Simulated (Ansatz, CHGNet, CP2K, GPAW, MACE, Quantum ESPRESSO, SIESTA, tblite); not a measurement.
# Running (9,9) carbon nanotube bundle (108 atoms) with tblite

Aim: run (9,9) carbon nanotube bundle (108 atoms) in tblite and see how near its forces come to a plane-wave reference, and at what cost.

Main program and level: tblite 0.8.0; the method is named at each step.

### 1. The starting structure

The cell holds 108 atoms: 108 C. Its edges and angles: a = 15.506 Å, b = 15.506 Å, c = 7.380 Å, α = 90.0°, β = 90.0°, γ = 120.0°. It derives from C (graphene). Graphene sheet (a = 2.46 Å) rolled into a (9,9) tube of diameter 12.21 Å, 3 periods, hexagonal bundle with 3.3 Å between walls; not relaxed, displaced by a Gaussian of 0.02 Å. Then every atom was moved at random, 0.02 Å r.m.s. a Cartesian component. The structure's axis is c.

The yardstick, on the same geometry:

```
method                 : Kohn-Sham DFT, PBE, PAW, plane waves (Ansatz 0.2.0); cutoff 420 eV, Γ point, fermi-dirac smearing of 0.05 eV; PAW set soft_2
r.m.s. force component : 1.649 eV/Å
longest force          : 9.274 eV/Å
pressure               : 3.501 GPa
SCF cycles             : 10
time                   : 22 s on 4 threads of Arm Neoverse V1, shared host
CPU time               : 83 s
```

### 2. GFN1-xTB

Method: GFN1-xTB tight binding, diagonalisation.

File run.py:

```python
import numpy as np
from ase.io import read
from tblite.ase import TBLite

atoms = read("structure.xyz")
atoms.calc = TBLite(method="GFN1-xTB", electronic_temperature=580, accuracy=1.0, max_iterations=250, mixer_damping=0.1, verbosity=1)
energy = atoms.get_potential_energy()
forces = atoms.get_forces()
print(f"energy {energy:.6f} eV")
print("forces (eV/A)")
for i, (a, f) in enumerate(zip(atoms, forces)):
    print(f"{i:4d} {a.symbol:2s} {f[0]:10.5f} {f[1]:10.5f} {f[2]:10.5f}")
stress = -atoms.get_stress(voigt=False) * 160.21766
print("stress (GPa, compression positive)")
for row in stress:
    print(" ".join(f"{x:10.4f}" for x in row))
print("charges (e)")
print(np.array2string(atoms.get_charges(), precision=4, suppress_small=True, max_line_width=110, threshold=100000))
```

File structure.xyz:

```xyz
108
Lattice="15.50642 0.00000 0.00000 -7.75321 13.42896 0.00000 0.00000 0.00000 7.38000" Properties=species:S:1:pos:R:3 pbc="T T T"
C 6.05068 0.68582 1.23681
C 5.94338 1.43730 7.34192
C 5.42399 2.74542 0.02074
C 5.12952 3.35831 1.18154
C 4.19658 4.44512 1.21866
C 3.66541 4.90640 7.37557
C 2.39093 5.56228 2.48795
C 1.76052 5.78318 1.22560
C 0.36076 6.12535 1.21453
C -0.38495 6.08856 0.00812
C -1.71354 5.85516 0.00768
C -2.42435 5.61263 1.24213
C 11.87931 4.94105 1.21150
C 11.31984 4.44230 2.46462
C 10.35883 3.37940 2.49392
C 10.04490 2.74837 1.27932
C 9.57258 1.45060 1.20442
C 9.38859 0.70515 7.32679
C 1.67485 12.70809 7.35048
C 1.79626 12.06404 1.19445
C 2.29836 10.70960 1.18338
C 2.64020 10.05869 7.33638
C 3.55268 8.96813 0.01579
C 4.11261 8.52014 1.23394
C 5.36096 7.82895 1.26205
C 5.98369 7.57863 7.34199
C 7.37447 7.33987 7.35742
C 8.09823 7.33382 1.24021
C 9.48210 7.52680 1.22788
C 10.18942 7.83016 7.35801
C -4.13145 8.56620 0.00111
C -3.54291 8.97135 1.19814
C -2.65625 10.08219 1.27394
C -2.32961 10.66219 2.47924
C -1.79316 12.02510 2.48876
C -1.70036 12.73831 1.20803
C 6.01804 0.70314 3.72432
C 5.97183 1.36949 2.50330
C 5.45586 2.72218 2.49474
C 5.12379 3.31642 3.66181
C 4.17293 4.42565 3.72070
C 3.64471 4.90708 2.42049
C 2.40753 5.60471 4.92349
C 1.74323 5.88027 3.67605
C 0.30710 6.10333 3.66675
C -0.36820 6.07754 2.47119
C -1.73625 5.85744 2.45968
C -2.44389 5.63788 3.66004
C 11.80713 4.91621 3.71288
C 11.33481 4.46043 4.90526
C 10.42667 3.34757 4.89006
C 10.04041 2.73091 3.67421
C 9.59669 1.43569 3.69605
C 9.45535 0.72490 2.42743
C 1.70509 12.72099 2.46034
C 1.80340 12.04900 3.69207
[... 48 atom lines left out ...]
C -2.65144 10.06850 6.15831
C -2.33821 10.68139 0.02089
C -1.84061 12.00737 7.33705
C -1.75602 12.68782 6.15558
```

Started as:

```bash
$ OMP_NUM_THREADS=1 python run.py > output.txt
```

Output:

```text
------------------------------------------------------------
  cycle        total energy    energy error   density error
------------------------------------------------------------
      1     -229.0021623051  -2.3308487E+02   9.2692872E-01
      2     -229.0036416858  -1.4793808E-03   8.3409047E-01
      3     -228.9990107612   4.6309246E-03   1.4257003E-02
      4     -229.0034891190  -4.4783578E-03   7.8144375E-03
      5     -229.0047088668  -1.2197477E-03   1.9498270E-03
      6     -229.0048206588  -1.1179203E-04   6.6554797E-04
      7     -229.0048342556  -1.3596851E-05   2.0796335E-04
      8     -229.0048352109  -9.5527579E-07   8.7364289E-05
      9     -229.0048354305  -2.1957842E-07   2.3522820E-05
     10     -229.0048354389  -8.3835516E-09   1.2784877E-05
------------------------------------------------------------
 total:                                   1.932 sec
energy -6231.538979 eV
forces (eV/A)
   0 C     0.13070    1.74029   -0.55837
   1 C     0.14897   -1.86287    2.72525
   2 C     0.97721   -0.45737   -2.71473
   3 C    -0.92169    0.75263    4.06471
   4 C     0.47810   -0.28542   -0.36776
   5 C    -1.21394    0.59484   -0.01163
   6 C     0.74447    0.18672   -1.45832
   7 C    -2.29138    1.24735    0.52017
   8 C     0.10705   -0.81445    1.39525
   9 C     2.87724    0.89464    0.57086
  10 C    -4.02897   -0.74770   -0.67829
  11 C     1.23316    0.60317   -1.44681
  12 C    -1.97537   -1.74734    0.96498
  13 C    -0.44951    0.39532   -0.19077
  14 C     1.13073    0.85498   -1.41806
  15 C     0.00310    0.73231   -2.55273
  16 C    -0.70456   -1.93995    0.12256
  17 C     0.37029    0.12909    2.62294
  18 C    -0.33548    0.98418    0.05892
  19 C     0.77908   -2.46597    1.30991
  20 C     0.23908   -0.36748    1.16790
  21 C    -0.10316    0.34253    0.75720
  22 C     0.35362    0.09855   -1.32016
  23 C     0.57612   -0.50730   -0.11385
[...]
100 C     2.08176    0.32428   -0.79352
 101 C    -1.73504   -0.70456    0.37422
 102 C    -0.39661   -0.87290    1.87619
 103 C     0.76660    0.90383   -3.19394
 104 C    -0.49931   -0.02884    1.27168
 105 C     0.61948    0.08100   -0.69004
 106 C    -0.09228   -0.23778    2.59082
 107 C     0.61575    1.64772   -1.95759
stress (GPa, compression positive)
    1.6801     0.4618    -0.2671
    0.4618     1.3488     0.3664
   -0.2671     0.3664     2.4408
charges (e)
[-0.0033 -0.0045  0.0116 -0.0007  0.0039 -0.0067  0.0051  0.004  -0.0136  0.0135 -0.0024  0.0022 -0.0006
 -0.0032  0.0005  0.0003 -0.0011 -0.0051  0.0085  0.0013 -0.0063  0.0006  0.0007 -0.0042  0.      0.0048
 -0.0039  0.0044 -0.0091 -0.0034  0.0136 -0.0084  0.0062 -0.0039 -0.0091 -0.0014  0.0047 -0.0041  0.0002
 -0.0006 -0.0058 -0.0057  0.0001 -0.0053  0.0033  0.007   0.0026 -0.0084  0.0027  0.0096 -0.0094  0.0109
 -0.0037 -0.0048  0.001  -0.0018 -0.0056 -0.004   0.0095  0.0029  0.0007  0.003  -0.0002 -0.0018  0.0008
 -0.0019  0.0014  0.0142  0.003  -0.0066  0.0038  0.014  -0.0072 -0.0039  0.0034  0.0029 -0.0033  0.0017
 -0.0008  0.0062 -0.0033 -0.0042 -0.0012 -0.0002 -0.0069 -0.0009  0.0075 -0.0051  0.0059  0.003  -0.0008
 -0.0044  0.0011  0.0058  0.     -0.0076  0.0011  0.0045 -0.0047  0.0056  0.0002 -0.0088 -0.0026 -0.001
 -0.001  -0.0022  0.003   0.0019]
```

Elapsed: 2.5 s, on 1 thread of Arm Neoverse V1, shared host; peak memory 0.13 GiB.

Banners, paths, timers and routine set-up lines are dropped from the logs unmarked, and long logs keep their key lines alone; longer cuts are marked.

Against the reference:

| Property | Result |
| --- | --- |
| r.m.s. force component | 1.597 eV/Å |
| r.m.s. difference of force components | 193.8 meV/Å |
| longest difference of force vectors | 612 meV/Å |
| force difference over r.m.s. force | 11.75 % |
| slope of forces against the reference's | 0.9616 |
| correlation of force components | 0.9934 |
| pressure | 1.823 GPa |
| pressure difference | -1.678 GPa |

A closer look about C59, picked at random: 10 atoms, nearest first, numbered in the order of the input, with positions taken from that point.

```csv
atom,x,y,z,distance (Å),bonds,Mulliken charge (e),Fx,Fy,Fz (eV/Å)
C59,0.00,0.00,0.00,0.00,3,0.01,0.08,-0.23,-1.70
C60,0.53,-0.44,1.19,1.37,3,0.00,0.99,-0.71,1.50
C58,-0.86,1.07,-0.04,1.38,3,0.00,-2.51,3.10,0.87
C24,0.55,-0.44,-1.24,1.42,3,0.00,0.58,-0.51,-0.11
C95,0.04,0.01,2.43,2.43,3,0.00,-1.52,1.27,0.76
C61,1.77,-1.11,1.23,2.43,3,0.00,-0.13,-0.66,-1.14
C25,1.79,-1.14,-1.21,2.44,3,0.00,-1.81,0.27,-2.64
C57,-1.25,1.69,1.25,2.45,3,-0.01,-0.68,1.78,-3.89
C23,-0.01,0.00,-2.46,2.46,3,0.00,0.35,0.10,-1.32
C21,-1.27,1.75,-1.29,2.51,3,-0.01,0.24,-0.37,1.17
```

Atoms are counted from 1 here, from 0 in the log.

Forces lie 12 % from the reference's, at 0.030 times its CPU time (on 1 against 4 cores).

### 3. GFN2-xTB

Method: GFN2-xTB tight binding, diagonalisation.

Changes to run.py since step 2:

```diff
@@ -5,3 +5,3 @@
 atoms = read("structure.xyz")
-atoms.calc = TBLite(method="GFN1-xTB", electronic_temperature=580, accuracy=1.0, max_iterations=250, mixer_damping=0.1, verbosity=1)
+atoms.calc = TBLite(method="GFN2-xTB", electronic_temperature=580, accuracy=1.0, max_iterations=250, mixer_damping=0.1, verbosity=1)
 energy = atoms.get_potential_energy()
```

structure.xyz is that of step 2.

Output:

```text
------------------------------------------------------------
  cycle        total energy    energy error   density error
------------------------------------------------------------
      1     -232.2002100845  -2.3689686E+02   1.4871508E-01
      2     -232.2028479560  -2.6378715E-03   1.3372525E-01
      3     -232.1930437544   9.8042016E-03   9.4697469E-03
[... lines left out ...]
stress (GPa, compression positive)
    0.1856     0.4568    -0.2734
    0.4568    -0.1524     0.3659
   -0.2734     0.3659    -0.1368
charges (e)
[-0.0035 -0.0031  0.0097  0.0002  0.0037 -0.0049  0.0047  0.0025 -0.0116  0.0117 -0.0013  0.0028  0.0018
 -0.0049  0.0019 -0.0009 -0.0009 -0.0023  0.0086  0.002  -0.0075 -0.      0.0009 -0.0028 -0.      0.0053
 -0.0047  0.0032 -0.0077 -0.002   0.0135 -0.0065  0.0053 -0.0049 -0.0082 -0.0012  0.0038 -0.0036 -0.0012
 -0.0013 -0.0065 -0.0041  0.0018 -0.0035  0.0024  0.0056  0.0032 -0.0077  0.0033  0.0085 -0.0102  0.0098
 -0.0042 -0.0054  0.0023 -0.0007 -0.0064 -0.0051  0.0098  0.005   0.0005  0.0051 -0.0013 -0.0026  0.0005
 -0.0033  0.0027  0.0148  0.002  -0.0077  0.0041  0.0154 -0.0075 -0.0033  0.0025  0.0023 -0.0028  0.0019
  0.0001  0.0052 -0.0024 -0.0061 -0.0021 -0.0012 -0.0057 -0.0016  0.0074 -0.0066  0.0058  0.0036 -0.0004
 -0.0046  0.0007  0.0056 -0.0003 -0.008   0.0022  0.0044 -0.0054  0.0044 -0.0008 -0.0087 -0.003  -0.0011
 -0.0006 -0.0034  0.0024  0.0025]
```

The job ended after 6.7 s (1 thread; peak memory 0.13 GiB).

Compared with the plane-wave run:

| Item | Value |
| --- | --- |
| r.m.s. force component | 1.583 eV/Å |
| r.m.s. difference of force components | 199.1 meV/Å |
| longest difference of force vectors | 610.8 meV/Å |
| force difference over r.m.s. force | 12.07 % |
| slope of forces against the reference's | 0.9533 |
| correlation of force components | 0.9932 |
| pressure | -0.0345 GPa |
| pressure difference | -3.536 GPa |

Against the first run (12 %), the force difference from the reference is 12 %, at 2.7 times the CPU time.

### 4. All runs compared

Differences are against the plane-wave reference, forces as r.m.s. over components; share is that over the reference's r.m.s. force, slope the least-squares factor from reference forces to these. Total energies of different programs have different zeros and aren't compared.

```
            run  Δ force, r.m.s. (meV/Å)  share (%)  slope  Δ pressure (GPa)  cores  CPU time  memory (GiB)
      reference                        -          -      -                 -      4      83 s           1.7
tblite GFN1-xTB                      194       11.7  0.962             -1.68      1     2.5 s          0.13
tblite GFN2-xTB                      199       12.1  0.953             -3.54      1     6.7 s          0.13
```

CPU time is summed over cores on a shared host, where runs went side by side, so it is rough. Symmetry, cutoffs, thresholds, outputs and thread counts weren't matched or tuned between programs; memory under MPI is the largest rank's times the ranks.

### 5. What came out

```json
{
  "nearest in forces": "a tie at 12 % of 2 runs: tblite GFN1-xTB; tblite GFN2-xTB"
}
```

In words: Tight binding differs by 12 % in each run; it is another model, with fitted parameters of its own, and the xTB methods hold dispersion. Of the electronic-structure runs that take under half the reference's CPU time, tblite GFN1-xTB is among the nearest, at 12 % in 2.5 s against 83 s; its pressure misses by -1.7 GPa. Periodic xTB results under one method name differ between programs and library versions. The reference's pressure of 3.5 GPa belongs to a cell and atoms that aren't relaxed at this level. The electronic-structure runs sample only Γ, in a cell whose shortest periodic width is 7 Å, which is coarse for a cell with partly filled levels.

[Also dropped from logs without a mark: logging warnings of Python, and SIESTA's first energy breakdown and zero terms.]

[Logs are printed without paths, hosts, clocks, repeated set-up lines and the standing remarks that a program may print on its own settings, such as how far it seeks lower states.]

[Hosts, paths, dates, database ids (printed as entryN), source tags and the programs' standing remarks are cut or masked in the printed files.]
